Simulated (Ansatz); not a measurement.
# TiTeSe monolayer, Janus: phonons and vibrational spectra, part 2 of 2

Wanted: phonon frequencies of TiTeSe monolayer, Janus and what follows from them.

Ansatz 0.2.0; DFT PBEsol, scalar-relativistic, plane waves, PAW; PAW set soft_1.

So far. Step 4 (Relaxing to small forces for the phonons): The largest force component left is 0.53 meV/Å, within the tolerances set.

## (5) Linear response at the zone centre

The zone centre comes first: it holds the modes that light can see, as far as symmetry allows. No field response is asked, since the mesh shows no gap.

Contents of input.yaml:

```yaml
crystal:
  lattice:
    - [3.5717543477, 0.0, 0.0]
    - [-1.7858771738, 3.0932300012, 0.0]
    - [0.0, 0.0, 30.0]
  atoms:
    - { symbol: Ti, position: [0.0, 0.0, 0.3369559202] }
    - { symbol: Se, position: [0.3333333333, 0.6666666667, 0.3844947055] }
    - { symbol: Te, position: [0.6666666667, 0.3333333333, 0.275216041] }
  periodic: [true, true, false]
kpoints:
  mp_grid: { grid: [18, 18, 1] }
hamiltonian:
  xc: pbesol
  pseudopotentials: { kind: paw, azcp: { folder: soft_1 }, xc_functional: pbe }
scf:
  occupations: { method: methfessel_paxton, width: 0.2 }
output:
  eigenvalues: true
phonons:
  method: dfpt
```

Started as:

```console
$ ansatz run input.yaml --threads 4 --pin off --max-ram 16384MiB --backend cpu --events-out ev --progress --plain --runs-dir out
```

Numbers of over 12 decimals in the logs are rounded to 6 here.

The log of the run:

```text
[...]
Crystal: 3 atoms, lattice volume = 331.448 Å³
Basis set: ecut = 420 eV, 6383 PW (Γ), exchange–correlation on 48×48×432 points (8 copies of the dense FFT grid, shifted against one another)
Bands: 27, of which v1, the nominal top of the filled ones, is band 22 counted from 1 (21 counted from 0)
Symmetry: 6 space group operations
k-points: 91 of 324 (irreducible under 2 space group operations, time reversal used)
[...]
SCF iter   1: F=—  HF=-14802.951754 eV  |F-HF|=—  |Δ(HF+E_count)|=         —  Δρ=1.65e-2  dr2=2.27e0  ethr=3.10e-3  ⟨swp⟩=13.5  Hψ=16727  notcnv=0
[...]
SCF iter  13: F=-14802.438347 eV  HF=-14802.438347 eV  |F-HF|=6.73e-11  |Δ(HF+E_count)|=  5.33e-10  S|Δr|=    0.00e0  Δρ=1.43e-8  dr2=2.45e-12  ethr=1.00e-12  ⟨swp⟩=7.9  Hψ=13388  notcnv=0
SCF 1 converged in 13 iterations: F = -14802.438347 eV  dr2 = 2.45e-12
[...]
DFPT response loops at Γ: preconditioner auto → none (partly filled bands, converged f_vac=0.760); β = 0.50; Broyden in place of MSR1
SCF converged after 13 iterations
[...]
Free energy (F): -14802.438347 eV
[...]
Internal energy: -14802.438630 eV  (E = F + TS)
E sigma→0 (E₀):  -14802.438418 eV
Entropy (-TS):   0.000282 eV (0.094 meV/atom)
Fermi energy:    -4.895198 eV
[...]
--- Band table (eV; the first three rows and the last of 91) ---
  k-point 0: bands = [... 18 lower, -7.0964, -6.7915, -4.5061, -4.5061, -4.1512, -3.7613, -3.7613, -1.2740, ... 1 higher]
  k-point 1: bands = [... 18 lower, -7.0918, -6.6123, -4.7110, -4.6273, -4.2672, -3.6803, -3.6652, -1.5288, ... 1 higher]
  k-point 2: bands = [... 18 lower, -7.0816, -6.4065, -5.3281, -4.8695, -4.3618, -3.5924, -3.5016, -2.0076, ... 1 higher]
  k-point 90: bands = [... 18 lower, -7.9893, -7.7442, -7.2803, -6.7839, -4.1624, -3.7400, -3.3994, -2.5897, ... 1 higher]
--- Phonons (Γ-DFPT): 6 representative perturbations + reference, on 91 of 324 k-points (Σ response iterations 29) ---
  k mesh reduced under 2 symmetry operations, with k and −k counted as one. Each operation leaves every solved perturbation unchanged. A smaller set is not used because it would not reduce the number of displacements times k-points to solve
  ASR residual: 5.098e-5 → 0.000e0 eV/Å²; symmetrization residual: 6.816e-5 eV/Å²
  ASR residual per site (eV/Å²): 5.10e-5 1.41e-5 3.32e-5
  Γ frequencies (cm⁻¹): 0.00 0.00 0.00 104.60 104.60 160.80 199.27 199.27 316.56
  non-analytic LO–TO correction: not included (Born effective charges unavailable; polar crystals: no LO–TO splitting at Γ)
```

Run time: 2.9 min. Hardware: 4 threads of Arm Neoverse V2, shared host; peak memory 2.8 GiB.

In the SCF lines HF is the Harris–Foulkes energy and dr2 the Hartree energy of the density residual, in eV; the loop may stop once dr2 is under the threshold and the program's other checks hold. Hψ counts applications of the Hamiltonian.

Numbers from this step:

```
sum-rule residual before enforcement                    : 5.10e-5 eV/Å²
point group                                             : 3m
highest optical mode at the zone centre (no LO-TO term) : 316.6 cm⁻¹
lowest optical zone-centre mode                         : 104.6 cm⁻¹
```

Patterns of degenerate modes are one choice out of their space. Modes at Γ, with each element's share of the kinetic energy:

| mode | frequency (cm⁻¹) | symmetry | Ti % | Se % | Te % |
| --- | --- | --- | --- | --- | --- |
| 1 | 0.0 | acoustic | 19 | 31 | 50 |
| 2 | 0.0 | acoustic | 19 | 31 | 50 |
| 3 | 0.0 | acoustic | 19 | 31 | 50 |
| 4 | 104.6 | E | 12 | 39 | 49 |
| 5 | 104.6 | E | 12 | 39 | 49 |
| 6 | 160.8 | A1 | 2 | 55 | 43 |
| 7 | 199.3 | E | 69 | 30 | 1 |
| 8 | 199.3 | E | 69 | 30 | 1 |
| 9 | 316.6 | A1 | 80 | 14 | 6 |

Displacements in mode 4 (104.6 cm⁻¹), the largest set to 1:
```
Ti1 -0.71 -0.17  0.00
Se2 -1.00 -0.24  0.00
Te3  0.89  0.21  0.00
```

Displacements in mode 8 (199.3 cm⁻¹), the largest set to 1:
```
Ti1  1.00  0.20  0.00
Se2 -0.51 -0.10  0.00
Te3 -0.06 -0.01  0.00
```

Before it was imposed, the acoustic sum rule was missed by 5.1e-5 eV/Å². Small misses are needed for a sound result but don't prove that mesh and cutoff are converged. The lowest optical mode is real, 105 cm⁻¹.

## (6) The dispersion

Stability and thermal properties need the whole zone. Linear response on a 4×4×1 q mesh gives force constants as far as a supercell of that size would.

input.yaml, as its differences from that of step 5:

```diff
@@ -11,3 +11,3 @@
 kpoints:
-  mp_grid: { grid: [18, 18, 1] }
+  mp_grid: { grid: [20, 20, 1] }
 hamiltonian:
@@ -21 +21,10 @@
   method: dfpt
+  qmesh: [4, 4, 1]
+  temperatures: { t_max: 1000, t_step: 50 }
+  qpath:
+    path:
+      - [0.0, 0.0, 0.0]
+      - [0.5, 0.0, 0.0]
+      - [0.33333333, 0.33333333, 0.0]
+      - [0.0, 0.0, 0.0]
+    npoints: 10
```

The log of the run:

```text
[...]
Crystal: 3 atoms, lattice volume = 331.448 Å³
Basis set: ecut = 420 eV, 6383 PW (Γ), exchange–correlation on 48×48×432 points (8 copies of the dense FFT grid, shifted against one another)
Bands: 27, of which v1, the nominal top of the filled ones, is band 22 counted from 1 (21 counted from 0)
Symmetry: 6 space group operations
k-points: 44 of 400 (time reversal used)
[...]
SCF iter   1: F=—  HF=-14802.949995 eV  |F-HF|=—  |Δ(HF+E_count)|=         —  Δρ=1.65e-2  dr2=2.25e0  ethr=3.10e-3  ⟨swp⟩=13.3  Hψ=8089  notcnv=0
[...]
SCF iter  13: F=-14802.437847 eV  HF=-14802.437847 eV  |F-HF|=1.78e-10  |Δ(HF+E_count)|=  4.00e-10  S|Δr|=    0.00e0  Δρ=1.86e-8  dr2=2.17e-12  ethr=1.00e-12  ⟨swp⟩=7.9  Hψ=6546  notcnv=0
SCF 1 converged in 13 iterations: F = -14802.437847 eV  dr2 = 2.17e-12
[...]
phonons: the bands overlap, so this run is a metal and interpolates without the dipole-dipole term. If the crystal is really an insulator or semiconductor, its LO-TO splitting is missing
NSCF: frozen V_eff on 44 k-points
[...]
DFPT response loops at q = (0, 0, 0) (fractional): preconditioner auto → none (partly filled bands, converged f_vac=0.760); β = 0.50; Broyden in place of MSR1
[...]
SCF converged after 13 iterations
[...]
Free energy (F): -14802.437847 eV
[...]
Internal energy: -14802.437465 eV  (E = F + TS)
E sigma→0 (E₀):  -14802.437752 eV
Entropy (-TS):   -0.000381 eV (-0.127 meV/atom)
Fermi energy:    -4.898736 eV
[...]
--- Band table (eV; the first three rows and the last of 44) ---
  k-point 0: bands = [... 18 lower, -7.0961, -6.7911, -4.5057, -4.5057, -4.1510, -3.7608, -3.7608, -1.2735, ... 1 higher]
  k-point 1: bands = [... 18 lower, -7.0923, -6.6355, -4.6688, -4.6064, -4.2539, -3.6906, -3.6804, -1.4856, ... 1 higher]
  k-point 2: bands = [... 18 lower, -7.0834, -6.4404, -5.1833, -4.8180, -4.3447, -3.6057, -3.5318, -1.9126, ... 1 higher]
  k-point 43: bands = [... 18 lower, -8.8325, -7.9109, -7.3009, -7.0699, -3.8667, -3.6986, -3.6251, -2.4319, ... 1 higher]
--- Phonons (Γ-DFPT): 6 representative perturbations + reference (Σ response iterations 31) ---
  ASR residual: 6.040e-5 → 0.000e0 eV/Å²; symmetrization residual: 2.311e-5 eV/Å²
  ASR residual per site (eV/Å²): 6.04e-5 5.88e-6 4.12e-5
  Γ frequencies (cm⁻¹): 0.00 0.00 0.00 104.10 104.10 160.55 196.30 196.30 316.43
--- Phonons (arbitrary-q DFPT): 4 irreducible q on the 4×4×1 mesh ---
  q = [0.0000, 0.0000, 0.0000] (star 1, of the zone-centre solve; hermiticity 3.28e-6, symmetrization 7.97e-11): -0.00 -0.00 0.00 104.10 104.10 160.55 196.30 196.30 316.43
  q = [0.0000, 0.2500, 0.0000] (star 6, 9 solved perturbations on 210 of 400 k-point pairs; hermiticity 2.62e-6, symmetrization 7.67e-8): 41.71 61.32 92.43 109.26 127.79 156.74 187.42 233.27 290.23
[...]
q = [0.2500, 0.2500, 0.0000] (star 6, 6 solved perturbations in 1830 linear systems a pass and spin channel, the states on 400 of 400 k-point pairs; hermiticity 4.06e-6, symmetrization 4.89e-10): 77.10 95.00 113.58 132.23 139.68 160.99 221.69 247.22 278.61
  sum rule: each row above includes the acoustic sum rule's correction from the zone centre's row sums; it moved no ω² by more than (0.59 cm⁻¹)²
  mesh force constants: q→R imaginary residual 6.55e-18; ASR residual 6.040e-5 → 0.000e0 eV/Å²; symmetrization residual 8.882e-15 eV/Å²
  interpolated dispersion: 31 rows × 9 modes
  density of states and harmonic sums: on the 20×20×1 q-mesh, interpolated from the force constants of a 4×4×1 supercell (no non-analytic term)
  largest difference from the sums on the solved wave vectors: F 5.25e-2 eV, S 6.67e-5 and C_V 1.42e-5 eV/K
  zero-point energy: 0.084623 eV/cell   skipped modes (ω ≤ 0): 4, of them read as no rigid motion or as one in doubt: 1 (1.500e-2 modes/cell left out, lowest -1.92 cm⁻¹)   left out of the sums: 2.50e-3 of the cell's modes: C_V's classical limit lies that fraction below 3 k_B per atom; for a crystal, a wire or a layer, F and S can be off by more, and a phonons.interpolated_qmesh denser along its periods is the remedy for the sampling
```

Wall time 22 min (4 threads); peak memory 6.9 GiB; 86 min of CPU time.

Numbers from this step:

```yaml
sum_rule_residual_before_enforcement: 6.04e-5 eV/Å²
lowest_frequency_on_the_path: -1.922 cm⁻¹
highest_frequency_on_the_path_or_at_a_solved_wavevector: 316.4 cm⁻¹
mean_frequency: 152 cm⁻¹
highest_optical_mode_at_the_zone_centre_no_lo_to_term: 316.4 cm⁻¹
lowest_optical_zone_centre_mode: 104.1 cm⁻¹
lowest_mode_on_the_q_mesh_acoustic_modes_at_gamma_apart: 41.71 cm⁻¹
zero_point_energy_per_atom: 28.21 meV
heat_capacity_at_300_k: 23.60 J/(mol atoms K)
vibrational_entropy_at_300_k: 36.79 J/(mol atoms K)
edges_of_the_widest_gap_between_branches_on_path_and_mesh: 259.5, 276.4 cm⁻¹
```

Frequencies (cm⁻¹) solved at each irreducible wavevector; negative means imaginary. Frequencies by wavevector, by row:

| q in reciprocal lattice units | star | mode 1 | mode 2 | mode 3 | mode 4 | mode 5 | mode 6 | mode 7 | mode 8 | mode 9 |
| --- | --- | --- | --- | --- | --- | --- | --- | --- | --- | --- |
| 0 0 0 | 1 | 0 | 0 | 0 | 104.1 | 104.1 | 160.6 | 196.3 | 196.3 | 316.4 |
| 0 0.25 0 | 6 | 41.7 | 61.3 | 92.4 | 109.3 | 127.8 | 156.7 | 187.4 | 233.3 | 290.2 |
| 0 -0.5 0 | 3 | 85.5 | 88.9 | 100.3 | 116.8 | 140.1 | 151 | 164.7 | 227.8 | 292.7 |
| 0.25 0.25 0 | 6 | 77.1 | 95 | 113.6 | 132.2 | 139.7 | 161 | 221.7 | 247.2 | 278.6 |

Interpolated from a 4×4×1 q mesh. The phonon branches at the labelled points (cm⁻¹):

| point | branch 1 | branch 2 | branch 3 | branch 4 | branch 5 | branch 6 | branch 7 | branch 8 | branch 9 |
| --- | --- | --- | --- | --- | --- | --- | --- | --- | --- |
| Γ | 0 | 0 | 0 | 104 | 104 | 161 | 196 | 196 | 316 |
| halfway | 42 | 61 | 92 | 109 | 128 | 157 | 187 | 233 | 290 |
| M | 86 | 89 | 100 | 117 | 140 | 151 | 165 | 228 | 293 |
| halfway | 85 | 99 | 117 | 127 | 141 | 162 | 210 | 229 | 291 |
| K | 88 | 104 | 116 | 138 | 145 | 163 | 231 | 260 | 286 |
| halfway | 49 | 72 | 97 | 119 | 129 | 157 | 201 | 238 | 282 |
| Γ | 0 | 0 | 0 | 104 | 104 | 161 | 196 | 196 | 316 |

The phonon branches as a text plot (rows in cm⁻¹):

```
    310 |*******                                           ******
    297 |       ****      ***********                 *****
    283 |           ******           **********     **
    270 |                                      *****
    257 |                             *******
    243 |           **               *       *********
    230 |       ****  *************************       ***
    217 |     **                               ***       **
    204 | ****                     *              *******  *****
    190 |***********              *                      ********
    177 |           ****        **
    164 |*****      ********************************         ****
    151 |     ******      ******        ***         *********
    137 |           ********************************
    124 |       ****            ****           ************
    111 | ******************************************  **********
     98 |*        ****  ***********************     **          *
     84 |       **      ****************************  ***
     71 |     **    ****                       ***  **   **
     58 |       ******                            **  ***  **
     45 |   ****  **                                **   **
     31 |   **  **                                    ***  *****
     18 | **  **                                         **  ***
      5 |*****                                             ******
         Γ                   M           K                      Γ
```

Tetrahedra on a 20×20×1 mesh, mean over bins of 5 cm-1. Interpolated from a 4×4×1 q mesh. Table of phonon density of states by wavenumber; read off at these points:

| wavenumber (cm⁻¹) | phonon density of states (1/cm⁻¹/cell) |
| --- | --- |
| -2 | 0.00242 |
| 8 | 0.00472 |
| 12 | 0.00577 |
| 22 | 0.00788 |
| 32 | 0.0103 |
| 42 | 0.0134 |
| 48 | 0.0155 |
| 58 | 0.0212 |
| 68 | 0.0298 |
| 78 | 0.0426 |
| 82 | 0.0662 |
| 92 | 0.0342 |
| 102 | 0.0524 |
| 108 | 0.0802 |
| 112 | 0.0876 |
| 118 | 0.0859 |
| 128 | 0.0376 |
| 138 | 0.0780 |
| 142 | 0.0478 |
| 152 | 0.00448 |
| 158 | 0.116 |
| 162 | 0.0831 |
| 172 | 0.00975 |
| 178 | 0.0107 |
| 188 | 0.0152 |
| 198 | 0.0472 |
| 208 | 0.0138 |
| 212 | 0.0131 |
| 222 | 0.0157 |
| 232 | 0.0516 |
| 238 | 0.0526 |
| 248 | 0.0106 |
| 258 | 0.00264 |
| 268 | 0 |
| 272 | 0 |
| 282 | 0.0381 |
| 288 | 0.0726 |
| 292 | 0.042 |
| 302 | 0.00791 |
| 308 | 0.00711 |
| 318 | 0.00136 |

The partial phonon density of states has structure finer than the step of the table below, so its rows give means over 10 cm⁻¹, whole bins alone (the curve runs from -11.8 to 336 cm⁻¹). Peaks (cm⁻¹: height): Se 115.0: 0.0299, 139.1: 0.0479, 158.8: 0.0651, 196.0: 0.0125, 230.9: 0.0141, 285.6: 0.00937; Te 84.4: 0.0463, 115.0: 0.0543, 139.1: 0.0238, 158.8: 0.0360; Ti 84.4: 0.0113, 115.0: 0.0157, 161.0: 0.0093, 196.0: 0.0261, 230.9: 0.0414, 287.8: 0.0524.

Phonopy on the run's constants, 19x19x1 mesh, Gaussian sigma 2.5 cm-1. Interpolated from a 4×4×1 q mesh. Partial phonon density of states against wavenumber; means over each step; values in 1/cm⁻¹/cell:

| wavenumber (cm⁻¹) | Se | Te | Ti |
| --- | --- | --- | --- |
| 0 | 9.7e-4 | 0.00163 | 6.0e-4 |
| 10 | 0.00144 | 0.00251 | 8.9e-4 |
| 20 | 0.00222 | 0.00394 | 0.00139 |
| 30 | 0.00278 | 0.00511 | 0.00178 |
| 40 | 0.00353 | 0.00678 | 0.00230 |
| 50 | 0.00438 | 0.00900 | 0.00297 |
| 60 | 0.00605 | 0.0135 | 0.00430 |
| 70 | 0.00736 | 0.0191 | 0.00580 |
| 80 | 0.00978 | 0.0331 | 0.00870 |
| 90 | 0.00742 | 0.0297 | 0.00651 |
| 100 | 0.0106 | 0.0276 | 0.00943 |
| 110 | 0.0262 | 0.0416 | 0.0150 |
| 120 | 0.0217 | 0.0279 | 0.00887 |
| 130 | 0.0253 | 0.0134 | 0.00493 |
| 140 | 0.0365 | 0.0178 | 0.00330 |
| 150 | 0.0120 | 0.00637 | 0.00128 |
| 160 | 0.0496 | 0.0273 | 0.00716 |
| 170 | 0.00800 | 0.00313 | 0.00365 |
| 180 | 0.00512 | 6.4e-4 | 0.00660 |
| 190 | 0.00787 | 3.6e-4 | 0.0142 |
| 200 | 0.00872 | 4.9e-4 | 0.0189 |
| 210 | 0.00387 | 5.1e-4 | 0.00934 |
| 220 | 0.00384 | 6.5e-4 | 0.0107 |
| 230 | 0.0115 | 0.00222 | 0.0344 |
| 240 | 0.00656 | 0.00197 | 0.0261 |
| 250 | 0.00142 | 4.3e-4 | 0.00766 |
| 260 | 2.0e-4 | 5.2e-5 | 0.00131 |
| 270 | 2.7e-4 | 2.6e-5 | 0.00119 |
| 280 | 0.00480 | 6.6e-4 | 0.0238 |
| 290 | 0.00741 | 0.00134 | 0.0423 |
| 300 | 0.00164 | 4.7e-4 | 0.00855 |
| 310 | 9.6e-4 | 3.8e-4 | 0.00513 |
| 320 | 1.8e-4 | 7.7e-5 | 9.9e-4 |
| 330 | 0 | 0 | 0 |

Harmonic thermodynamic functions per atom, from the density of states. Interpolated from a 4×4×1 q mesh. Thermodynamic functions, by row:

| T (K) | F_vib (meV/atom) | S (J/mol-atom/K) | C_V (J/mol-atom/K) |
| --- | --- | --- | --- |
| 0 | 28.21 | 0 | 0 |
| 100 | 22.53 | 13.7 | 16.85 |
| 200 | 0.68 | 27.48 | 22.19 |
| 300 | -32.9 | 36.79 | 23.6 |
| 400 | -74.75 | 43.66 | 24.14 |
| 500 | -122.9 | 49.08 | 24.4 |
| 600 | -176.2 | 53.55 | 24.55 |
| 700 | -233.7 | 57.34 | 24.64 |
| 800 | -294.8 | 60.63 | 24.69 |
| 900 | -359.2 | 63.54 | 24.73 |
| 1000 | -426.4 | 66.15 | 24.76 |

Symmetry leaves 4 wavevectors to solve. The lowest mode among them, the acoustic zeros apart, lies at q = (0, 0.25, 0) and is real, 41.7 cm⁻¹.

## (7) Isotope substitution, element Se, natural mass 78.971 amu

An isotope changes the mass and not the force constants, so no new electronic calculation is needed; the shifts show which modes move this element.

The same force constants with the mass of Se changed from 78.971 to 81.917 u (phonopy, no LO-TO term). Both lists are sorted by frequency; levels can cross, so a row need not hold one and the same mode. Modes under 3 cm⁻¹ are left out. Isotope shifts, by row:

| q | rank | natural mass (cm⁻¹) | changed mass (cm⁻¹) |
| --- | --- | --- | --- |
| 0 0 0 | 4 | 104.1 | 103.4 |
| 0 0 0 | 5 | 104.1 | 103.4 |
| 0 0 0 | 6 | 160.6 | 158.9 |
| 0 0 0 | 7 | 196.3 | 195.2 |
| 0 0 0 | 8 | 196.3 | 195.2 |
| 0 0 0 | 9 | 316.4 | 315.6 |
| 0 0.25 0 | 1 | 41.71 | 41.5 |
| 0 0.25 0 | 2 | 61.32 | 61.04 |
| 0 0.25 0 | 3 | 92.43 | 92 |
| 0 0.25 0 | 4 | 109.3 | 108.5 |
| 0 0.25 0 | 5 | 127.8 | 126.6 |
| 0 0.25 0 | 6 | 156.7 | 155.1 |
| 0 0.25 0 | 7 | 187.4 | 186.2 |
| 0 0.25 0 | 8 | 233.3 | 232.4 |
| 0 0.25 0 | 9 | 290.2 | 289.3 |
| 0 -0.5 0 | 1 | 85.55 | 85.55 |
| 0 -0.5 0 | 2 | 88.93 | 88.57 |
| 0 -0.5 0 | 3 | 100.3 | 99.78 |
| 0 -0.5 0 | 4 | 116.8 | 116.3 |
| 0 -0.5 0 | 5 | 140.1 | 138.4 |
| 0 -0.5 0 | 6 | 151 | 149 |
| 0 -0.5 0 | 7 | 164.7 | 163 |
| 0 -0.5 0 | 8 | 227.8 | 226.7 |
| 0 -0.5 0 | 9 | 292.7 | 292.1 |
| 0.25 0.25 0 | 1 | 77.1 | 76.78 |
| 0.25 0.25 0 | 2 | 95 | 94.76 |
| 0.25 0.25 0 | 3 | 113.6 | 113.1 |
| 0.25 0.25 0 | 4 | 132.2 | 130.7 |
| 0.25 0.25 0 | 5 | 139.7 | 138.2 |
| 0.25 0.25 0 | 6 | 161 | 159.2 |
| 0.25 0.25 0 | 7 | 221.7 | 220.6 |
| 0.25 0.25 0 | 8 | 247.2 | 246.6 |
| 0.25 0.25 0 | 9 | 278.6 | 277.8 |

A mode of this element alone would shift by -1.81 %. The highest zone-centre frequency without the field goes from 316.4 to 315.6 cm⁻¹ (-0.2 %). The product of the frequency ratios over all optical modes at Γ is 0.963; the product rule, (m/m′)^(3k/2) (M′/M)^(3/2) with k = 1 such atoms and M the mass of the cell, gives 0.963.

## (8) Another isotope, element Te, natural mass 127.6 amu

The same for Te, from 127.60 to 129.91 u.

A mode of this element alone would shift by -0.89 %. The highest zone-centre frequency without the field goes from 316.4 to 316.2 cm⁻¹ (-0.1 %). The product of the frequency ratios over all optical modes at Γ is 0.987; the product rule, (m/m′)^(3k/2) (M′/M)^(3/2) with k = 1 such atoms and M the mass of the cell, gives 0.987.

## (9) Isotope substitution, element Ti, natural mass 47.867 amu

The same for Ti, from 47.87 to 49.94 u.

A mode of this element alone would shift by -2.10 %. The highest zone-centre frequency without the field goes from 316.4 to 311.1 cm⁻¹ (-1.7 %). The product of the frequency ratios over all optical modes at Γ is 0.950; the product rule, (m/m′)^(3k/2) (M′/M)^(3/2) with k = 1 such atoms and M the mass of the cell, gives 0.950.

## (10) What came out

```json
{"space group after relaxation (within 0.01 Å)": "P3m1", "area per atom": "3.68 Å²", "electronic character": "no gap on this mesh", "highest optical mode at the zone centre (no LO-TO term)": "317 cm⁻¹", "lowest optical zone-centre mode": "105 cm⁻¹", "lowest mode on the q mesh (acoustic modes at Γ apart)": "41.7 cm⁻¹", "highest frequency on the path or at a solved wavevector": "316 cm⁻¹", "zero-point energy per atom": "28.2 meV", "heat capacity at 300 K": "23.6 J/(mol atoms K)", "vibrational entropy at 300 K": "36.8 J/(mol atoms K)", "imaginary modes on the 4×4×1 q mesh": "none"}
```

What this shows: The structure is a minimum as far as tested: no mode is imaginary at the 4 irreducible wavevectors of the 4×4×1 mesh, and the softest away from the acoustic zeros lies at 42 cm⁻¹. The optical modes at Γ span 105 to 317 cm⁻¹. The highest mode in this list at Γ, 316.6 cm⁻¹, is mostly motion of Ti (80 % of the kinetic energy). On the path and the mesh, the widest gap between branches runs from 260 to 276 cm⁻¹. With no gap, or one that is small against the smearing, the frequencies hang on the k mesh and the smearing, most of all near Kohn anomalies. In a sheet or slab the interpolated bending branch near Γ is rough, since the rotational sum rule isn't imposed. A semilocal functional can close a gap that the real compound would have, so the metallic treatment may be an artefact of the level. Spin-orbit coupling is left out, which can matter for the heavy elements here. The PAW files were made for PBE and serve the other functionals too. The starting cell was built on a prototype and not taken from a measurement. These are harmonic frequencies at zero temperature: anharmonic shifts, linewidths and thermal expansion are left out.

[Logs are printed without paths, hosts, clocks, repeated set-up lines and the standing remarks that a program may print on its own settings, such as how far it seeks lower states.]

[Hosts, paths, dates, database ids (printed as entryN), source tags and the programs' standing remarks are cut or masked in the printed files.]
